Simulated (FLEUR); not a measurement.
# Collinear magnetic orders of NiO with FLEUR

A self-consistent run ends on one state, which hangs on the start. Several orders of NiO are started in FLEUR and their energies compared.

Method: PBEsol; all-electron FLAPW, Dirac cores, scalar-relativistic bands, in FLEUR MaX-R8.1.

### Step 1. The starting structure

Symmetry: Fm-3m, No. 225, cubic system. The conventional cell has a = 4.172 Å, b = 4.172 Å, c = 4.172 Å, α = 90.00°, β = 90.00°, γ = 90.00°. Nearest to Ni lie 6 O at 2.09 Å. O has 6 Ni at 2.09 Å nearest. Farther neighbours and most contacts between anions are not listed.

Coordinates:

```xyz
2
Lattice="0.0000 2.0859 2.0859 2.0859 0.0000 2.0859 2.0859 2.0859 0.0000" Properties=species:S:1:pos:R:3 pbc="T T T"
Ni    0.0000    0.0000    0.0000
O     2.0859    2.0859    2.0859
```

### Step 2. Order 1, typed as ferro +

The parallel start comes first: it shows whether parallel moments hold.

inpgen writes inp.xml from crystal.txt; cutoffs, mixing, functional, smearing and local orbitals are then set in the file. The k list default-1 (kpts.xml, not shown) is a Γ-centred 8×8×8 mesh; where the ranks do not divide the number of points, some are split in two of half the weight.

Contents of inp.xml:

```
<?xml version="1.0" encoding="UTF-8" standalone="no"?>
<fleurInput fleurInputVersion="0.39">
   <comment>
      NiO
   </comment>
   <calculationSetup>
      <cutoffs Kmax="4.32" Gmax="13.0" GmaxXC="13.0" numbands="0"/>
      <scfLoop itmax="130" minDistance="0.00002" maxIterBroyd="15" imix="Anderson" alpha="0.05" precondParam="0.0" spinf="2.0" sdNocoIR="T"/>
      <coreElectrons ctail="T" frcor="F" kcrel="0" coretail_lmax="0"/>
      <xcFunctional name="PBEs" relativisticCorrections="F"/>
      <magnetism jspins="2"/>
      <soc l_soc="F" theta="0.0" phi="0.0" spav="F"/>
      <expertModes spex="0" secvar="F"/>
      <geometryOptimization l_f="F" forcealpha="1.0" forcemix="BFGS" epsdisp="0.00001" epsforce="0.00001"/>
      <ldaU l_linMix="F" mixParam="0.05" spinf="1.0"/>
   </calculationSetup>
   <cell>
      <bzIntegration valenceElectrons="24.0" mode="hist" fermiSmearingEnergy="0.00183747">
         <kPointListSelection listName="default-1"/>
         <xi:include xmlns:xi="http://www.w3.org/2001/XInclude" href="kpts.xml"> </xi:include>
      </bzIntegration>
      <xi:include xmlns:xi="http://www.w3.org/2001/XInclude" href="sym.xml"> </xi:include>
      <bulkLattice scale="1.0">
         <bravaisMatrix>
            <row-1>    0.0000000000000000     3.9417828250996005     3.9417828250996005</row-1>
            <row-2>    3.9417828250996005     0.0000000000000000     3.9417828250996005</row-2>
            <row-3>    3.9417828250996005     3.9417828250996005     0.0000000000000000</row-3>
         </bravaisMatrix>
      </bulkLattice>
   </cell>
   <atomSpecies>
      <species name="Nickel (Ni2.000" element="Ni" atomicNumber="28">
         <mtSphere radius="2.46" gridPoints="813" logIncrement="0.015"/>
         <atomicCutoffs lmax="10" lnonsphr="8"/>
         <electronConfig flipSpins="F">
            <coreConfig>(1s1/2) (2s1/2) (2p1/2) (2p3/2)</coreConfig>
            <valenceConfig>(3s1/2) (3p1/2) (3p3/2) (4s1/2) (3d3/2) (3d5/2)</valenceConfig>
            <stateOccupation state="(3d3/2)" spinUp="2.0" spinDown="1.2"/>
            <stateOccupation state="(3d5/2)" spinUp="3.0" spinDown="1.8"/>
         </electronConfig>
         <energyParameters s="4" p="4" d="3" f="4"/>
         <lo type="SCLO" l="0" n="3" eDeriv="0"/>
         <lo type="SCLO" l="1" n="3" eDeriv="0"/>
      </species>
      <species name="Oxygen (O)" element="O" atomicNumber="8">
         <mtSphere radius="1.39" gridPoints="461" logIncrement="0.023"/>
         <atomicCutoffs lmax="6" lnonsphr="4"/>
         <electronConfig flipSpins="F">
            <coreConfig>(1s1/2)</coreConfig>
            <valenceConfig>(2s1/2) (2p1/2) (2p3/2)</valenceConfig>
            <stateOccupation state="(2p1/2)" spinUp="0.666667" spinDown="0.666667"/>
            <stateOccupation state="(2p3/2)" spinUp="1.333333" spinDown="1.333333"/>
         </electronConfig>
         <energyParameters s="2" p="2" d="3" f="4"/>
      </species>
   </atomSpecies>
   <atomGroups>
      <atomGroup species="Nickel (Ni2.000">
         <relPos label="                   1">.0000000000 .0000000000 .0000000000</relPos>
         <force calculate="T" relaxXYZ="TTT"/>
      </atomGroup>
      <atomGroup species="Oxygen (O)">
         <relPos label="                   2">1.000/2.000 1.000/2.000 1.000/2.000</relPos>
         <force calculate="T" relaxXYZ="TTT"/>
      </atomGroup>
   </atomGroups>
   <output dos="F" band="F" slice="F">
      <bandDOS minEnergy="-.5*Htr" maxEnergy="0.5*Htr" sigma="0.015" storeEVData="T"/>
      <plotting iplot="0" polar="F">
         <plot TwoD="T" vec1="  1.0  0.0  0.0" vec2="  0.0  1.0  0.0" vec3="  0.0  0.0  1.0" zero="  0.0  0.0  0.0" file="plot"/>
      </plotting>
      <moessbauerParams electricFieldGradient="F" isomerShift="F" coreHyperfine="F" valenceHyperfine="F"/>
   </output>
</fleurInput>
```

Contents of crystal.txt:

```
NiO
&input film=F cartesian=F /
0.00000000000  2.08590164140  2.08590164140
2.08590164140  0.00000000000  2.08590164140
2.08590164140  2.08590164140  0.00000000000
1.8897261246
1.0 1.0 1.0

2
28 0.00000000000  0.00000000000  0.00000000000 : 2.000
8 0.50000000000  0.50000000000  0.50000000000

&kpt div1=8 div2=8 div3=8 gamma=T /
```

Launch:

```bash
OMP_NUM_THREADS=1 inpgen -f crystal.txt > inpgen.log  # inp.xml is then edited as shown
OMP_NUM_THREADS=1 mpirun -n 4 fleur_MPI > fleur.log
```

The program printed:

```text
Welcome to FLEUR        (www.flapw.de)
      MaX-Release 8.1          (www.max-centre.eu)

 ========== k-point set info ==========
 Selected k-point list: default-1
 k-point list type: mesh
 0 x 0 x 0
 Number of k points: 32

 ------------Calculation Setup---------------------------
 Number of MPI-tasks      :            4
 Number of PE/node        :            4
 Number of OMP-threads    :            1
 k-points in parallel     :            4
 pe's per k-point         :            1
 No of k-point loops      :            8
 Eigenvalue solver        :       lapack
 Number of basis functions:          188
 Approximate size of matrices (H+S) per k-point:         0.001 GB
 --------------------------------------------------------
 Iteration:     1   Distance:      28.81502170 me/bohr^3
 Iteration:     2   Distance:      27.10923674 me/bohr^3
 Iteration:     3   Distance:      25.99193416 me/bohr^3
 Iteration:     4   Distance:      23.67692877 me/bohr^3
 Iteration:     5   Distance:      13.16490603 me/bohr^3
 Iteration:     6   Distance:      13.81485477 me/bohr^3
 Iteration:     7   Distance:       1.69382956 me/bohr^3
 Iteration:     8   Distance:       1.44964415 me/bohr^3
 Iteration:     9   Distance:       0.87521125 me/bohr^3
 Iteration:    10   Distance:       1.04084738 me/bohr^3
[... 17 iterations left out ...]
 Iteration:    28   Distance:       0.00257109 me/bohr^3
 Iteration:    29   Distance:       0.00143258 me/bohr^3
 Iteration:    30   Distance:       0.00132400 me/bohr^3
 Iteration:    31   Distance:       0.00085566 me/bohr^3
 Iteration:    32   Distance:       0.00047733 me/bohr^3
 Iteration:    33   Distance:       0.00043119 me/bohr^3
 Iteration:    34   Distance:       0.00008135 me/bohr^3
 Iteration:    35   Distance:       0.00012309 me/bohr^3
 Iteration:    36   Distance:       0.00008500 me/bohr^3
 Iteration:    37   Distance:       0.00000492 me/bohr^3

 ********************************************************************
 Run finished successfully
 Stop message:
   all done
 ********************************************************************

--- out.xml (last complete iteration) ---
<iteration numberForCurrentRun="   37" overallNumber="   37">
         <energyParameters units="Htr">
            <atomicEP atomType="1" spin="1" branch="4s" branchLowest="-3.48" branchHighest="1.32" value="0.1888756513"/>
            <atomicEP atomType="1" spin="1" branch="4p" branchLowest="-2.03" branchHighest="1.86" value="0.3348540331"/>
            <atomicEP atomType="1" spin="1" branch="3d" branchLowest="-9.99" branchHighest="0.31" value="0.2359941238"/>
            <atomicEP atomType="1" spin="1" branch="4f" branchLowest="-9.99" branchHighest="3.23" value="0.6585337604"/>
            <loAtomicEP atomType="1" spin="1" branch="3s" branchLowest="-35.43" branchHighest="-3.48" value="-3.4832596095"/>
            <loAtomicEP atomType="1" spin="1" branch="3p" branchLowest="-30.40" branchHighest="-2.03" value="-2.0340650527"/>
            <atomicEP atomType="2" spin="1" branch="2s" branchLowest="-18.28" branchHighest="0.94" value="-0.4624099778"/>
            <atomicEP atomType="2" spin="1" branch="2p" branchLowest="-9.99" branchHighest="1.28" value="-0.0282314054"/>
            <atomicEP atomType="2" spin="1" branch="3d" branchLowest="-9.99" branchHighest="6.19" value="0.2429138804"/>
            <atomicEP atomType="2" spin="1" branch="4f" branchLowest="-9.99" branchHighest="10.76" value="0.4029714285"/>
            <atomicEP atomType="1" spin="2" branch="4s" branchLowest="-3.44" branchHighest="1.34" value="0.1906217008"/>
            <atomicEP atomType="1" spin="2" branch="4p" branchLowest="-1.99" branchHighest="1.88" value="0.3345362341"/>
            <atomicEP atomType="1" spin="2" branch="3d" branchLowest="-9.99" branchHighest="0.35" value="0.2677852987"/>
            <atomicEP atomType="1" spin="2" branch="4f" branchLowest="-9.99" branchHighest="3.25" value="0.6568781722"/>
            <loAtomicEP atomType="1" spin="2" branch="3s" branchLowest="-35.41" branchHighest="-3.44" value="-3.4420803925"/>
            <loAtomicEP atomType="1" spin="2" branch="3p" branchLowest="-30.39" branchHighest="-1.99" value="-1.9939061487"/>
            <atomicEP atomType="2" spin="2" branch="2s" branchLowest="-18.27" branchHighest="0.96" value="-0.4530215699"/>
            <atomicEP atomType="2" spin="2" branch="2p" branchLowest="-9.99" branchHighest="1.29" value="-0.0212001522"/>
            <atomicEP atomType="2" spin="2" branch="3d" branchLowest="-9.99" branchHighest="6.20" value="0.2479035159"/>
            <atomicEP atomType="2" spin="2" branch="4f" branchLowest="-9.99" branchHighest="10.77" value="0.4079540719"/>
         </energyParameters>
         <bandgap value="0.0177999805" units="eV"/>
         <sumValenceSingleParticleEnergies value="-16.8963867596" units="Htr"/>
         <FermiEnergy value="0.3208968903" units="Htr"/>
         <valenceDensity>
            <mtCharges spin="1">
               <mtCharge atomType="1" total="9.1846912" s="1.1919317" p="3.2401606" d="4.6710449" f="0.0574177"/>
               <mtCharge atomType="2" total="2.2554362" s="0.7038408" p="1.5463070" d="0.0046929" f="0.0004962"/>
            </mtCharges>
            <mtCharges spin="2">
               <mtCharge atomType="1" total="8.2574536" s="1.1810328" p="3.2275062" d="3.7719882" f="0.0544968"/>
               <mtCharge atomType="2" total="2.1244904" s="0.6833788" p="1.4366539" d="0.0039469" f="0.0004281"/>
            </mtCharges>
            <spinDependentCharge spin="1" total="12.5377400" interstitial="1.0976126" mtSpheres="11.4401275"/>
            <spinDependentCharge spin="2" total="11.4622600" interstitial="1.0803159" mtSpheres="10.3819440"/>
            <totalCharge value="24.0000000000"/>
         </valenceDensity>
         <coreStates atomType="     1" atomicNumber=" 28" spin="1" kinEnergy="    676.3599891646" eigValSum="   -427.4868703925" lostElectrons=" 0.000000">
            <state n="1" l="0" j="0.5" energy="-300.8316719630" weight="1.0000000000"/>
            <state n="2" l="0" j="0.5" energy="-35.4297993852" weight="1.0000000000"/>
            <state n="2" l="1" j="0.5" energy="-30.8361008191" weight="1.0000000000"/>
            <state n="2" l="1" j="1.5" energy="-30.1946491126" weight="2.0000000000"/>
         </coreStates>
         <coreStates atomType="     1" atomicNumber=" 28" spin="2" kinEnergy="    676.5630323958" eigValSum="   -427.4176948951" lostElectrons=" 0.000000">
            <state n="1" l="0" j="0.5" energy="-300.8315405821" weight="1.0000000000"/>
            <state n="2" l="0" j="0.5" energy="-35.4086988444" weight="1.0000000000"/>
            <state n="2" l="1" j="0.5" energy="-30.8204605205" weight="1.0000000000"/>
            <state n="2" l="1" j="1.5" energy="-30.1784974740" weight="2.0000000000"/>
         </coreStates>
         <coreStates atomType="     2" atomicNumber="  8" spin="1" kinEnergy="     29.0296314661" eigValSum="    -18.2767210515" lostElectrons=" 0.000001">
            <state n="1" l="0" j="0.5" energy="-18.2767210515" weight="1.0000000000"/>
         </coreStates>
         <coreStates atomType="     2" atomicNumber="  8" spin="2" kinEnergy="     29.0371159548" eigValSum="    -18.2718362645" lostElectrons=" 0.000001">
            <state n="1" l="0" j="0.5" energy="-18.2718362645" weight="1.0000000000"/>
         </coreStates>
         <allElectronCharges>
            <spinDependentCharge spin="1" total="18.5377400" interstitial="1.0976131" mtSpheres="17.4401270"/>
            <spinDependentCharge spin="2" total="17.4622600" interstitial="1.0803164" mtSpheres="16.3819435"/>
            <totalCharge value="35.9999999994"/>
         </allElectronCharges>
         <magneticMomentsInMTSpheres units="muBohr">
            <globalMagMoment atomType="1" vec="0.00000   0.00000   0.92724"/>
            <localMagMoment atomType="1" vec="0.00000   0.00000   0.92724"/>
            <globalMagMoment atomType="2" vec="0.00000   0.00000   0.13095"/>
            <localMagMoment atomType="2" vec="0.00000   0.00000   0.13095"/>
         </magneticMomentsInMTSpheres>
         <moessbauerParams unitsHFF="kG" unitsIS="e/bohr^3" unitsEFG="Htr/bohr^2">
         </moessbauerParams>
         <totalEnergy value="    -1594.5202908629" units="Htr">
            <sumOfEigenvalues value="     -908.3495093632">
               <coreElectrons value="-891.4531226036"/>
               <valenceElectrons value="-16.8963867596"/>
            </sumOfEigenvalues>
            <densityCoulombPotentialIntegral value="-2434.1295647462"/>
            <densityEffectivePotentialIntegral value="-2526.4993803665"/>
            <chargeDenXCDenIntegral value="-70.5475127171"/>
            <FockExchangeEnergyValence value="0.0000000000"/>
            <FockExchangeEnergyCore value="0.0000000000"/>
            <atomTypeDependentContributions atomType="1">
               <electronNucleiInteractionDifferentMTs value="1826.0445036845"/>
               <MadelungTerm value="-7.9501514642"/>
            </atomTypeDependentContributions>
            <atomTypeDependentContributions atomType="2">
               <electronNucleiInteractionDifferentMTs value="85.7399761154"/>
               <MadelungTerm value="-5.3232355119"/>
            </atomTypeDependentContributions>
            <tkbTimesEntropy value="0.0005087249"/>
            <freeEnergy value="-1594.5207995877"/>
            <extrapolationTo0K value="-1594.5205452253"/>
         </totalEnergy>
         <densityConvergence units="me/bohr^3">
            <chargeDensity spin="1" distance="0.0000022019"/>
            <chargeDensity spin="2" distance="0.0000034271"/>
            <overallChargeDensity distance="0.0000029946"/>
            <spinDensity distance="0.0000049212"/>
         </densityConvergence>
      </iteration>
```

It took 15 s on 4 MPI ranks of Intel Xeon 6975P-C (Granite Rapids), shared host; peak memory 0.24 GiB; 60 s of CPU time.

Read from the output:

```yaml
free_energy: -43389.1214 eV
program_s_band_gap_on_this_mesh_in_a_metal_only_a_level_spacing: 0.01780 eV
magnetization: 1.075 μB
final_state: ferromagnetic
largest_moment: 0.9272 μB
```

After 37 cycles the largest moment stands at 0.927 μB.

(Continued in part 2 of 3.)

[Logs and program files are shortened in this print: banners, set-up blocks, solver, clock and traceback lines can be left out without a mark of their own.]

[Logs are printed without paths, hosts, clocks, repeated set-up lines and the standing remarks that a program may print on its own settings, such as how far it seeks lower states.]

[Hosts, paths, dates, database ids (printed as entryN), source tags and the programs' standing remarks are cut or masked in the printed files.]

[Where a cell is said to come from a database of computed structures, the database is the Materials Project.]
